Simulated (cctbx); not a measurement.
**Symmetry from intensities**

Cell: a = 7.1620 Å, b = 7.1620 Å, c = 3.8850 Å, α = 90.00°, β = 90.00°, γ = 120.00°. Expected content of the cell: Pb3 Pt3 Ni3.

The data are simulated with cctbx, not measured: Ag Kα, λ = 0.56087 Å, to d = 0.65 Å, 50 % of the full sphere, strongest reflection 20000 counts, noise from counting, a 1.5 % proportional error and a noise floor of 8 counts (s.d.); no absorption.

Tests on the unmerged data give:

```text
1312 reflections to d = 0.650 A
centring   violations  <I/sigma> of those
    A        638 of   678     21.6
    B        639 of   679     21.6
    C        621 of   655     21.7
    I        604 of   643     21.9
    R        818 of   889     21.8
    F        949 of  1006     21.6
Laue class    unique    Rint  (classes that these axes allow; Friedel mates merged)
P -1              999   0.026
P 1 1 2/m         681   0.026
P -3              435   0.029
P -3 1 m          248   0.030
P -3 m 1          264   0.031
P 6/m             249   0.031
P 6/m m m         162   0.032
space group    extra absences  I>4sigma  <I/sigma>
P 6 2 2                 0          0         -  acentric
P 6 m m                 0          0         -  acentric
P -6 m 2                0          0         -  acentric
P -6 2 m                0          0         -  acentric
P 6/m m m               0          0         -  centric
Wilson B = 0.70 A^2   <|E^2-1|> = 0.631 (0.968 centric, 0.736 acentric)   E^2>4: 0.0 %
shell (A)         n   <I/sigma>
 6.20 - 1.30     27     56.2
 1.30 - 1.03     23     57.8
 1.03 - 0.90     18     50.4
 0.90 - 0.82     19     68.0
 0.82 - 0.76     20     38.4
 0.76 - 0.72     19     53.8
 0.72 - 0.68     17     41.3
 0.68 - 0.65     19     44.4
```

Q: Read the symmetry from these tables.

Every centring test has many violations, so the lattice is primitive.

Rint stays low (0.026 to 0.032) up to P 6/m m m, the highest class in these axes.

5 settings pass the absence test. No glide or screw absences show, which leaves P 6 2 2, P 6 m m, P -6 m 2, P -6 2 m and P 6/m m m.

⟨|E²−1|⟩ = 0.631 leans to a non-centrosymmetric structure, or to twinning, which lowers it. The Wilson B of 0.70 Å² means U ≈ 0.0089 Å².

The true group is P-62m (no. 189), Laue class 6/mmm, non-centrosymmetric. The tables only narrow the choice to the tied entries; cell content, site symmetry and trial solutions must settle it.

The model was made for the exercise: a known structure type with other elements put in, its volume estimated, not relaxed; displacement parameters are assumed.

[Logs are printed without paths, hosts, clocks, repeated set-up lines and the standing remarks that a program may print on its own settings, such as how far it seeks lower states.]
